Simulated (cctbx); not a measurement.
**Interatomic vectors of PrMn6**

Space group P2_1/c (no. 14), a = 5.1210 Å, b = 10.1660 Å, c = 8.0740 Å, α = 90.00°, β = 90.74°, γ = 90.00°, content Pr4 Mn24.

The data are simulated with cctbx, not measured: Cu Kα, λ = 1.54184 Å, to d = 0.83 Å, 70 % of the full sphere, strongest reflection 20000 counts, noise from counting, a 1.5 % proportional error and a noise floor of 15 counts (s.d.); no absorption.

Patterson synthesis from sharpened amplitudes, origin scaled to 1000:

```text
Patterson group P 1 2/m 1
      u       v       w   height  length (A)
  0.000   0.000   0.000   1000.0     0.00
  0.500   0.500   0.000    483.8     5.69
  0.500   0.115   0.500    335.6     4.89
  0.000   0.381   0.500    266.5     5.59
  0.003   0.073   0.370    150.9     3.07
  0.252   0.253   0.807    150.7     3.28
  0.493   0.425   0.377    149.9     5.84
  0.018   0.309   0.073    146.2     3.20
  0.249   0.241   0.190    136.9     3.15
  0.482   0.000   0.811    128.8     2.92
  0.027   0.500   0.186    126.9     5.30
  0.488   0.191   0.922    123.9     3.23
  0.033   0.154   0.725    113.4     2.72
  0.472   0.347   0.282     97.5     4.83
```

**Question.** Which atom pairs make the peaks, and where is the heaviest atom?

A peak at u stands for all pairs with xi − xj = u, with weight Σ ZiZj against Σ Z² = 28924 at the origin. Peak heights follow these weights only roughly, since form factors, motion and series ripples differ, all vectors within 0.55 Å of a peak are counted as merged into it though the farther ones add only part of their weight, and F(000) is left out, which lowers the whole map:

| u | v | w | shortest length (Å) | height | 1000 ΣZiZj/ΣZ² | pairs in the cell |
| --- | --- | --- | --- | --- | --- | --- |
| 0.500 | 0.500 | 0.000 | 5.69 | 484 | 481 | 4 × Pr–Pr |
| 0.500 | 0.115 | 0.500 | 4.89 | 336 | 500 | 12 × Mn–Mn, 2 × Pr–Pr |
| 0.000 | 0.381 | 0.500 | 5.59 | 266 | 241 | 2 × Pr–Pr |
| 0.003 | 0.073 | 0.370 | 3.08 | 151 | 247 | 4 × Pr–Mn, 2 × Mn–Mn |
| 0.252 | 0.253 | 0.807 | 3.28 | 151 | 204 | 4 × Pr–Mn |
| 0.493 | 0.425 | 0.377 | 5.84 | 150 | 204 | 4 × Pr–Mn |
| 0.018 | 0.309 | 0.073 | 3.20 | 146 | 204 | 4 × Pr–Mn |
| 0.249 | 0.241 | 0.190 | 3.15 | 137 | 204 | 4 × Pr–Mn |
| 0.482 | 0.000 | 0.811 | 2.92 | 129 | 451 | 8 × Pr–Mn, 2 × Mn–Mn |
| 0.027 | 0.500 | 0.186 | 5.30 | 127 | 408 | 8 × Pr–Mn |

The table stops at ten peaks or at a height of 45, below which ripples compete. In the model behind the data Pr, the heaviest element, has 1 independent site: (0.2626, 0.0583, 0.7461), up to an allowed shift of origin; the Pr–Pr vectors are differences of these positions and their symmetry mates. The whole model:

```
atom  mult.       x       y       z  Ueq (Å²)
 Pr1      4  0.2626  0.0583  0.7461    0.0043
 Mn1      4  0.0171  0.3077  0.9468    0.0059
 Mn2      4  0.4814  0.3021  0.9323    0.0063
 Mn3      4  0.2723  0.7536  0.3086    0.0070
 Mn4      4  0.2549  0.9780  0.3951    0.0066
 Mn5      4  0.2435  0.3616  0.6514    0.0055
 Mn6      4  0.2165  0.9115  0.0387    0.0072
```

The model is made up (kin elements in a known structure type, no relaxation), so it says nothing on whether the phase exists.

[Logs are printed without paths, hosts, clocks, repeated set-up lines and the standing remarks that a program may print on its own settings, such as how far it seeks lower states.]
